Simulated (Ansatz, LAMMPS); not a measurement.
# Amorphous polyisobutylene (as short chains C10H22) at 400 K (64 atoms): support functions against a reference

Wanted: errors and times of a linear-scaling basis for amorphous polyisobutylene (as short chains C10H22) at 400 K (64 atoms). A setting counts as converged where the r.m.s. difference of forces stays under 1 % of the r.m.s. force.

Program: Ansatz 0.2.0. Level of theory: Kohn-Sham DFT, PBE+D3(BJ), PAW (set soft_2), plane waves. Values are calculated unless marked as measured.

### Step 1. The starting structure

The cell holds 64 atoms: 20 C and 44 H. Its edges and angles: a = 8.318 Å, b = 8.318 Å, c = 8.318 Å, α = 90.0°, β = 90.0°, γ = 90.0°. 2 polyisobutylene chains of 2 units with methyl end groups placed at random, at 0.821 g/cm³; overlaps pushed apart, then 20 ps at 800 K with MMFF94 bonds, angles, torsions, charges and radii (Halgren, J. Comput. Chem. 17, 490 (1996)) in harmonic and 12-6 forms. Snapshot after 30 ps at 400 K and fixed volume.

Limits known from the start: The network of contacts between molecules at the start is that of the classical potential that made the cell, and needn't be the one that DFT or experiment would give. The density was typed from a rule of thumb and may lie off the real one at this temperature. Only the Γ point is sampled, in a cell whose shortest periodic width is 8 Å.

### Step 2. How the cell was made

A classical potential makes the cell, at a small fraction of what the same run would cost in DFT.

This step: classical MD, MMFF94 bonds, angles, torsions, charges and radii (Halgren, J. Comput. Chem. 17, 490 (1996)) in harmonic and 12-6 forms; charges of ions scaled by 0.8 (LAMMPS 22 Jul 2025 - Update 4).

in.lmp reads:

```
# amorphous polyisobutylene
units real
atom_style full
boundary p p p
bond_style harmonic
angle_style harmonic
dihedral_style opls
improper_style harmonic
special_bonds lj 0 0 0.5 coul 0 0 0.75
read_data data.lmp
neigh_modify delay 0 every 1 check yes one 4000
comm_modify cutoff 12.0
timestep 0.5
thermo_style custom step time temp pe press density
thermo_modify norm yes
# push overlapping molecules apart
pair_style soft 2.6
pair_coeff * * 0.0
variable a equal ramp(1,60)
fix ad all adapt 1 pair soft a * * v_a
velocity all create 800 615953 mom yes dist gaussian
fix lim all nve/limit 0.03
fix lan all langevin 800 800 50 615954 zero yes
thermo 1000
run 3000 post no
unfix ad
pair_style lj/cut 7.5
pair_modify mix arithmetic tail yes
pair_coeff 1 1 0.0678 3.3680   # C
pair_coeff 2 2 0.0216 2.5400   # H
thermo 100
minimize 1e-5 1e-3 300 3000
reset_timestep 0
velocity all create 800 615955 mom yes dist gaussian
# [... 13 lines left out ...]
compute msd all msd com yes
thermo 7500
fix md all nvt temp 400 400 100
run 30000 post no
print "== T400: mean square displacement over the hold $(c_msd[4]:%.2f) A^2"
unfix md
uncompute msd
write_dump all custom T400.dump id type xs ys zs modify sort id
```

Run with:

```
> lmp -in in.lmp -log none -nocite
```

Output:

```text
LAMMPS (22 Jul 2025 - Update 4)
Reading data file ...
  orthogonal box = (0 0 0) to (8.31826 8.31826 8.31826)
  64 atoms
  orthogonal box = (0 0 0) to (8.31826 8.31826 8.31826)
  62 bonds
  120 angles
  162 dihedrals
WARNING: Bond/angle/dihedral extent > half of periodic box length
   Step          Time           Temp          PotEng         Press         Density
         0   0              800            0.73264889    -14329.775      0.82100113
      1000   500            580.28809      3.4284628      24234.013      0.82100113
      2000   1000           471.14329      3.2799142      53880.635      0.82100113
[... 42 lines left out ...]
WARNING: Bond/angle/dihedral extent > half of periodic box length
   Step          Time           Temp          PotEng         Press         Density
[... 2 lines left out ...]
     52500   51500          424.99742      1.2722753      13410.584      0.82100113
     60000   59000          342.50549      1.5073922      13007.73       0.82100113
     67500   66500          442.92078      1.4021964     -2050.4091      0.82100113
     72000   71000          428.92943      1.4394139      7636.0715      0.82100113
WARNING: Bond/angle/dihedral extent > half of periodic box length
Loop time of 12.8693 s on 1 MPI rank(s) for 30000 steps with 64 atoms
== T400: mean square displacement over the hold 10.51 A^2
```

It took 33 s on 1 thread of Intel Xeon at 2.80GHz (Skylake/Cascade Lake), shared host; peak memory 0.4 GiB.

The input also reads data.lmp (atoms, bonds and types; not printed here).

### Step 3. Plane-wave single point

This run is the reference for what follows, at a cutoff of 420 eV.

input.yaml reads:

```yaml
crystal:
  lattice:
    - [8.31826, 0.0, 0.0]
    - [0.0, 8.31826, 0.0]
    - [0.0, 0.0, 8.31826]
  atoms:
    - { symbol: C, position: [0.59157, 0.16775, 0.10968] }
    - { symbol: C, position: [0.6202, 0.22368, 0.27847] }
    - { symbol: C, position: [0.49929, 0.18242, 0.40448] }
    - { symbol: C, position: [0.55378, 0.22918, 0.57468] }
    - { symbol: C, position: [0.48955, 0.00287, 0.42017] }
    - { symbol: C, position: [0.32445, 0.23996, 0.36434] }
    - { symbol: C, position: [0.27819, 0.4225, 0.36804] }
    - { symbol: C, position: [0.24325, 0.48113, 0.53623] }
    - { symbol: C, position: [0.11578, 0.44314, 0.27597] }
    - { symbol: C, position: [0.40804, 0.53854, 0.28761] }
    - { symbol: H, position: [0.47275, 0.18889, 0.05107] }
    - { symbol: H, position: [0.67221, 0.22166, 0.02189] }
    - { symbol: H, position: [0.634, 0.04851, 0.08954] }
    - { symbol: H, position: [0.73972, 0.16533, 0.30978] }
    - { symbol: H, position: [0.6548, 0.34907, 0.28455] }
    - { symbol: H, position: [0.46753, 0.18477, 0.66097] }
    - { symbol: H, position: [0.67118, 0.18404, 0.60926] }
    - { symbol: H, position: [0.56217, 0.35581, 0.5885] }
    - { symbol: H, position: [0.61612, 0.96128, 0.4362] }
    - { symbol: H, position: [0.4336, 0.94598, 0.5228] }
    - { symbol: H, position: [0.43393, 0.94714, 0.31069] }
    - { symbol: H, position: [0.23739, 0.1646, 0.43309] }
    - { symbol: H, position: [0.28894, 0.21792, 0.2431] }
    - { symbol: H, position: [0.20758, 0.60953, 0.53226] }
    - { symbol: H, position: [0.34301, 0.4648, 0.61019] }
    - { symbol: H, position: [0.1385, 0.41399, 0.5933] }
    - { symbol: H, position: [0.10907, 0.5671, 0.24049] }
    - { symbol: H, position: [0.11789, 0.38275, 0.16266] }
    - { symbol: H, position: [0.01868, 0.41149, 0.35019] }
    - { symbol: H, position: [0.49696, 0.57218, 0.37739] }
    - { symbol: H, position: [0.46713, 0.48085, 0.1863] }
    - { symbol: H, position: [0.35373, 0.64857, 0.25672] }
    - { symbol: C, position: [0.18251, 0.89054, 0.02488] }
    - { symbol: C, position: [0.14193, 0.90402, 0.85711] }
    - { symbol: C, position: [0.98084, 0.97691, 0.82815] }
    - { symbol: C, position: [0.97473, 0.01175, 0.64749] }
    - { symbol: C, position: [0.96707, 0.13726, 0.91252] }
    - { symbol: C, position: [0.83891, 0.86808, 0.88843] }
    - { symbol: C, position: [0.79303, 0.7002, 0.8515] }
    - { symbol: C, position: [0.91906, 0.55869, 0.87106] }
    - { symbol: C, position: [0.65842, 0.64126, 0.97024] }
    - { symbol: C, position: [0.7296, 0.6972, 0.68315] }
    - { symbol: H, position: [0.23106, 0.00519, 0.06529] }
    - { symbol: H, position: [0.08533, 0.86256, 0.09714] }
    - { symbol: H, position: [0.2758, 0.79309, 0.04517] }
    - { symbol: H, position: [0.23365, 0.98076, 0.81029] }
    - { symbol: H, position: [0.15056, 0.79117, 0.78859] }
    - { symbol: H, position: [0.95088, 0.14174, 0.62772] }
    - { symbol: H, position: [0.08983, 0.0096, 0.58512] }
    - { symbol: H, position: [0.87903, 0.96282, 0.58692] }
    - { symbol: H, position: [0.94395, 0.12243, 0.04069] }
    - { symbol: H, position: [0.8639, 0.20746, 0.852] }
    - { symbol: H, position: [0.06494, 0.20989, 0.90219] }
    - { symbol: H, position: [0.84714, 0.86981, 0.02099] }
    - { symbol: H, position: [0.72667, 0.938, 0.88332] }
    - { symbol: H, position: [0.95449, 0.5538, 0.00443] }
    - { symbol: H, position: [0.02246, 0.56985, 0.78194] }
    - { symbol: H, position: [0.88351, 0.43797, 0.82932] }
    - { symbol: H, position: [0.69277, 0.65182, 0.10026] }
    - { symbol: H, position: [0.55462, 0.70702, 0.95058] }
    - { symbol: H, position: [0.63975, 0.50972, 0.96416] }
    - { symbol: H, position: [0.82224, 0.71515, 0.59179] }
    - { symbol: H, position: [0.64516, 0.78692, 0.66032] }
    - { symbol: H, position: [0.67388, 0.57263, 0.64408] }
kpoints:
  mp_grid: { grid: [1, 1, 1] }
hamiltonian:
  xc: pbe
  dispersion: d3bj
scf:
  occupations: { method: gaussian, width: 0.05 }
output:
  forces: true
  stress: true
  populations: true
  dos:
    method: { smearing: { sigma: 0.08 } }
    de: 0.1
    projected: { site_lists: { C: [C], H: [H] } }
  eigenvalues: true
  write_density: true
  write_potential: true
  volumetric_format: npy
  elf: true
```

Run with:

```
> ansatz run input.yaml --threads 4 --pin off --max-ram 8192MiB --backend cpu --events-out ev --progress --plain --runs-dir out
```

Output:

```text
Engine: ansatz 0.2.0, aarch64-unknown-linux-gnu
Pseudopotentials: kind: paw
Pseudopotential: C, paw, valence charge 4, recommended cutoff 420 eV (normal), C.paw.azcp
Pseudopotential: H, paw, valence charge 1, recommended cutoff 420 eV (normal), H.paw.azcp
[... 5 lines on functional and potentials left out ...]
Crystal: 64 atoms, lattice volume = 575.569 Å³
Basis set: ecut = 420 eV, 11123 PW (Γ), exchange–correlation on 120×120×120 points (8 copies of the dense FFT grid, shifted against one another)
Bands: 126, of which v1, the nominal top of the filled ones, is band 62 counted from 1 (61 counted from 0)
Symmetry: 1 space group operations
Space group: P1 (ITA 1), of the structure as read, at distance tolerance 8.3e-5 Å
k-points: 1
[... 5 lines on functional and potentials left out ...]
Initial density: superposition of atomic densities (neutral atoms: chi_scale 0, normalization atom), corrected by the library's trained network
Initial wavefunctions: pseudopotential atomic-orbital guess
Functional: x = pbe(κ = 0.804, μ = 0.219515), c = pbe(β = 0.066725)
SCF iter   1: F=—  HF=-5727.881136 eV  |F-HF|=—  |Δ(HF+E_count)|=         —  Δρ=4.39e-3  dr2=1.08e-1  ethr=1.77e-3  ⟨swp⟩=6.0  Hψ=602  notcnv=0  defer=19
preconditioner: auto → Resta (q_TF=auto, 2.112 Å⁻¹)  ε∞=2.2  [insulator: Δε(μ)=5.611 eV  Ē_g=15.600 eV  σ=0.050 eV  W_gap=1.00  n_scr=80 (ndim 8)  ℏωp=17.2 eV  f_vac=0.213  D(μ)=0.00/eV (n_scr^D=0)  ε∞_Penn≈2.2]
SCF iter   2: F=—  HF=-5727.878267 eV  |F-HF|=—  |Δ(HF+E_count)|=   2.87e-3  Δρ=1.86e-3  dr2=2.25e-2  ethr=8.69e-5  ⟨swp⟩=3.0  Hψ=214  notcnv=0  defer=57
SCF iter   3: F=—  HF=-5727.887067 eV  |F-HF|=—  |Δ(HF+E_count)|=   8.80e-3  Δρ=6.62e-4  dr2=3.28e-3  ethr=1.82e-5  ⟨swp⟩=3.0  Hψ=138  notcnv=0  defer=57
SCF iter   4: F=—  HF=-5727.888060 eV  |F-HF|=—  |Δ(HF+E_count)|=   9.93e-4  Δρ=1.63e-4  dr2=2.51e-4  ethr=2.65e-6  ⟨swp⟩=2.0  Hψ=120  notcnv=0  defer=57
SCF iter   5: F=—  HF=-5727.888048 eV  |F-HF|=—  |Δ(HF+E_count)|=   1.24e-5  Δρ=5.43e-5  dr2=2.46e-5  ethr=2.02e-7  ⟨swp⟩=2.0  Hψ=127  notcnv=0  defer=57
SCF iter   6: F=—  HF=-5727.888589 eV  |F-HF|=—  |Δ(HF+E_count)|=   5.41e-4  Δρ=2.01e-5  dr2=2.49e-6  ethr=1.99e-8  ⟨swp⟩=2.0  Hψ=130  notcnv=0  defer=57
SCF iter   7: F=—  HF=-5727.888588 eV  |F-HF|=—  |Δ(HF+E_count)|=   1.06e-6  Δρ=4.28e-6  dr2=1.20e-7  ethr=2.01e-9  ⟨swp⟩=2.0  Hψ=128  notcnv=0  defer=57
SCF iter   8: F=-5727.888588 eV  HF=-5727.888588 eV  |F-HF|=1.33e-8  |Δ(HF+E_count)|=   3.80e-8  Δρ=1.60e-6  dr2=1.94e-8  ethr=8.06e-11  ⟨swp⟩=20.0  Hψ=1081  notcnv=0
SCF 1 converged in 8 iterations: F = -5727.888588 eV  dr2 = 1.94e-8
  greatest PAW one-centre occupation: 0.669 electrons in one spin orbital (limit 2), on the C atom at site 32 (counted from 0), in its partial waves of l = 0
WARN: The input density's exchange-correlation potential varies sharply where the density is thin. Do not read a vacuum level from v_tot or v_xc, or from such a field of the output density. On a cell that repeats whose density bears no net charge and no dipole along the vacuum's axis use v_es (v_loc + v_h of the components); [...]
SCF converged after 8 iterations
Free energy (F): -5727.888588 eV
Harris-Foulkes:  -5727.888588 eV  (|F-HF|=1.33e-8)
Internal energy: -5727.888588 eV  (E = F + TS)
E sigma→0 (E₀):  -5727.888588 eV
Fermi energy:    0.710513 eV
--- Per-component energies (eV) ---
  E_band       = -875.486509
  E_kinetic    = 2464.744513
  E_local      = -7532.389775  (includes V_loc(G=0)·N_el)
  E_nonlocal   = 618.367219
  E_hartree    = 2731.038254
  E_xc         = -1371.161680
  E_vxc        = -1718.592795  (∫ρ·V_xc dr)
  E_paw        = -2013.890276  (= ΣΔE_a)
  E_vpaw       = -169.635603  (= ΣTr[D̂ρ^β])
  E_aug_tail   = -0.061844  (compensation charges beyond the density's cutoff)
  E_ewald      = -621.456016
  E_disp       = -3.078983  (pairwise vdW)
  E_smearing   = -0.000000  (= −TS)
  E_closure    = -0.000000  (closes the sum)
  Σ components = -5727.888588   (vs F -5727.888588, Δ=0.00e0)
--- Forces (eV/Å), atoms counted from 1 ---
  atom   1  C     -0.53460941     0.69430986    -1.66370593
  atom   2  C      2.25566547    -0.15478245     0.07715485
  atom   3  C     -1.56284136    -0.49875131     1.25291854
  atom   4  C     -0.07254873     0.40538928    -0.42817326
  atom   5  C      0.93415813    -1.86885285    -1.53570972
  atom   6  C      0.03661284     1.00460703     0.65142670
  atom   7  C     -0.24545062     0.32077371    -0.27841049
  atom   8  C     -2.17270696     0.19136994    -0.19348419
  atom   9  C      2.26334021     0.46622290    -0.24230515
  atom  10  C     -0.31674147    -2.07146010     1.30381698
  atom  11  H      0.20509200    -0.31369984     0.70373054
  atom  12  H      0.35182460     0.92315020     0.11164089
  atom  13  H     -0.51656163    -1.41925844     0.26900015
  atom  14  H     -0.80138564     0.21549304     0.17835511
[...]
atom  63  H     -1.60114459     1.35941457    -0.17451867
  atom  64  H      0.59684366     1.68237433     0.78440157
  max |Σ_I F_I| component: 5.55e-5 eV/Å
--- Stress (GPa, compression-positive) ---
        3.486430      -0.246931       0.439544
       -0.246931       2.611432       1.398666
        0.439544       1.398666       3.382484
  P = ⅓ Tr σ = 3.1601 GPa (31.601 kbar)
--- Band table (eV) ---
  k-point 0: bands = ["-16.5347", "-16.3154", "-15.6007", "-15.3749", [... 110 levels ...], "10.8114", "10.9037", "11.0490", "11.1088", "11.1549", "11.3412", "11.4455", "11.5812", "11.6422", "11.7172", "11.7420", "11.9208"]
--- Löwdin populations: 64 sites ---
  site symbol       q [e]
     0      C      4.4728
     1      C      4.2651
     2      C      3.9120
[...]
63      H      0.8639
  spilling = 0.011261 (of n_electrons = 124.000000)
```

The job ended after 3.9 s (4 threads of Arm Neoverse V1, shared host; peak memory 0.54 GiB).

The column dr2 measures how far the density is from self-consistency, as an energy; F and HF (Harris–Foulkes) agree once it is small.

The program notes that the exchange-correlation potential is rough where the density is thin.

The run gave:

- free energy: -5727.8886 eV
- free energy per atom: -89.4983 eV/atom
- SCF cycles: 8
- pressure: 3.16 GPa
- r.m.s. force component: 1.029 eV/Å
- longest force: 3.834 eV/Å
- Fermi energy: 0.7105 eV
- gap (highest filled to lowest empty level): 5.615 eV
- spilling of the projection: 0.01126

The r.m.s. force component of 1.0 eV/Å and the pressure of 3.2 GPa set the scale for the differences below.

### Step 4. Support functions low

With localised support functions most steps grow linearly with size, though the diagonalisation grows faster unless the density matrix is cut; this run measures error and cost at this size.

This step: Kohn-Sham DFT, PBE+D3(BJ), PAW (set soft_2), localised support functions (low) (Ansatz 0.2.0).

input.yaml, the sections that differ from step 3:

```yaml
scf:
  occupations: { method: gaussian, width: 0.05 }
  eigensolver: { kind: { support_functions: { accuracy: low } } }
  max_iter: 150
output:
  forces: true
  eigenvalues: true
# crystal, kpoints, hamiltonian: as in step 3
```

Output:

```text
Warning: scf.eigensolver.kind.support_functions: disabling space-group detection — the functions' gradient is summed over unrotated k-points, so no spatial operation reduces the k-mesh or symmetrises the density; time reversal is kept, so that k and −k are solved as one point where they differ and the mesh holds both, and exact exchange and, on two spinor components, a DFT+U term hold to it where the run has them: [...]
settings of this run that can trade accuracy for cost: scf.eigensolver.kind.support_functions; scf.eigensolver.kind.support_functions.accuracy: low [...]
[...]
Crystal: 64 atoms, lattice volume = 575.569 Å³
Basis set: ecut = 420 eV, 11123 PW (Γ), exchange–correlation on 120×120×120 points (8 copies of the dense FFT grid, shifted against one another)
Bands: 75, of which v1, the nominal top of the filled ones, is band 62 counted from 1 (61 counted from 0)
Symmetry: 1 space group operations
k-points: 1
[...]
SCF iter   1: F=—  HF=-5751.251904 eV  |F-HF|=—  |Δ(HF+E_count)|=         —  Δρ=1.21e-1  dr2=9.96e1  ethr=1.00e-1
[...]
SCF iter   9: F=—  HF=-5728.115205 eV  |F-HF|=—  |Δ(HF+E_count)|=   3.53e-4  Δρ=4.35e-5  dr2=1.43e-5  ethr=7.03e-8  κ⁻¹=6.1e-7(r=7)
SCF iter  10: F=-5728.115401 eV  HF=-5728.115402 eV  |F-HF|=1.11e-6  |Δ(HF+E_count)|=   1.97e-4  Δρ=1.74e-5  dr2=2.37e-6  ethr=1.16e-8
SCF 1 converged in 10 iterations: F = -5728.116160 eV  dr2 = 2.37e-6
[...]
SCF converged after 10 iterations
Stability not checked: this state was not tested for a lower state beside it, because the mixer in use, unlike msr1, does not test its closes by its own steps (another_mixer; see scf.mixing.algorithm and scf.lower_state_search)
Free energy (F): -5728.116160 eV
[...]
Internal energy: -5728.116160 eV  (E = F + TS)
E sigma→0 (E₀):  -5728.116160 eV
Fermi energy:    0.709590 eV
[...]
Σ components = -5728.116160   (vs F -5728.116160, Δ=0.00e0)
--- Forces (eV/Å), atoms counted from 1 ---
  atom   1  C     -0.53438333     0.68977077    -1.67701049
  atom   2  C      2.26572790    -0.14752977     0.08164198
  atom   3  C     -1.56336388    -0.49724175     1.25078495
  atom   4  C     -0.06963744     0.40936925    -0.41723132
[...]
atom  64  H      0.59968185     1.68926189     0.78591340
  max |Σ_I F_I| component: 5.57e-4 eV/Å
--- Band table (eV) ---
[...]
```

Wall time 37 s (4 threads); peak memory 1.5 GiB; 2.1 min of CPU time.

The program notes that the band table was not solved further than the SCF left it and it switched symmetry off.

Keys that differ from the reference: support_functions.accuracy = "low" and scf.max_iter = 150.

Forces differ from the reference by 6.5 meV/Å r.m.s., 0.63 % of their size, within a tolerance of 1 %; the energy by -3.6 meV/atom.

### Step 5. Support functions medium

With localised support functions most steps grow linearly with size, though the diagonalisation grows faster unless the density matrix is cut; this run measures error and cost at this size.

This step: Kohn-Sham DFT, PBE+D3(BJ), PAW (set soft_2), localised support functions (medium) (Ansatz 0.2.0).

input.yaml, the sections that differ from step 4:

```yaml
scf:
  occupations: { method: gaussian, width: 0.05 }
  eigensolver: { kind: { support_functions: { accuracy: medium } } }
  max_iter: 150
# crystal, kpoints, hamiltonian, output: as in step 4
```

Output:

```text
[...]
Crystal: 64 atoms, lattice volume = 575.569 Å³
Basis set: ecut = 420 eV, 11123 PW (Γ), exchange–correlation on 120×120×120 points (8 copies of the dense FFT grid, shifted against one another)
Bands: 75, of which v1, the nominal top of the filled ones, is band 62 counted from 1 (61 counted from 0)
Symmetry: 1 space group operations
k-points: 1
[...]
SCF iter   1: F=—  HF=-5751.251989 eV  |F-HF|=—  |Δ(HF+E_count)|=         —  Δρ=1.21e-1  dr2=9.96e1  ethr=1.00e-1
[...]
SCF iter  10: F=—  HF=-5728.115523 eV  |F-HF|=—  |Δ(HF+E_count)|=   1.75e-4  Δρ=1.69e-5  dr2=2.28e-6  ethr=1.13e-8  κ⁻¹=2.3e-7(r=7)
SCF iter  11: F=-5728.115636 eV  HF=-5728.115637 eV  |F-HF|=7.21e-8  |Δ(HF+E_count)|=   1.13e-4  Δρ=4.22e-6  dr2=1.51e-7  ethr=1.83e-9
SCF 1 converged in 11 iterations: F = -5728.116161 eV  dr2 = 1.51e-7
[...]
SCF converged after 11 iterations
[...]
Free energy (F): -5728.116161 eV
[...]
Internal energy: -5728.116161 eV  (E = F + TS)
E sigma→0 (E₀):  -5728.116161 eV
Fermi energy:    0.709872 eV
[...]
Σ components = -5728.116161   (vs F -5728.116161, Δ=0.00e0)
--- Forces (eV/Å), atoms counted from 1 ---
  atom   1  C     -0.53430675     0.68973759    -1.67701770
  atom   2  C      2.26572234    -0.14740390     0.08201133
  atom   3  C     -1.56342594    -0.49718211     1.25076523
  atom   4  C     -0.06967969     0.40928961    -0.41722872
[...]
atom  64  H      0.59958534     1.68898585     0.78582336
  max |Σ_I F_I| component: 3.99e-4 eV/Å
--- Band table (eV) ---
[...]
```

Wall time 38 s (4 threads); peak memory 1.5 GiB; 2.4 min of CPU time.

Keys that differ from the reference: support_functions.accuracy = "medium" and scf.max_iter = 150.

Forces differ from the reference by 6.3 meV/Å r.m.s., 0.62 % of their size, within a tolerance of 1 %; the energy by -3.6 meV/atom.

[end of part 1 of 3]

[Long decimals in the printed logs are rounded to 6 places.]

[Logs are printed without paths, hosts, clocks, repeated set-up lines and the standing remarks that a program may print on its own settings, such as how far it seeks lower states.]

[Hosts, paths, dates, database ids (printed as entryN), source tags and the programs' standing remarks are cut or masked in the printed files.]

[The MMFF94 radii named for the starting cell were scaled by 0.96; in molecules described by MMFF94, hydrogen bound to N, O or S took a small fixed 12-6 site in their place.]
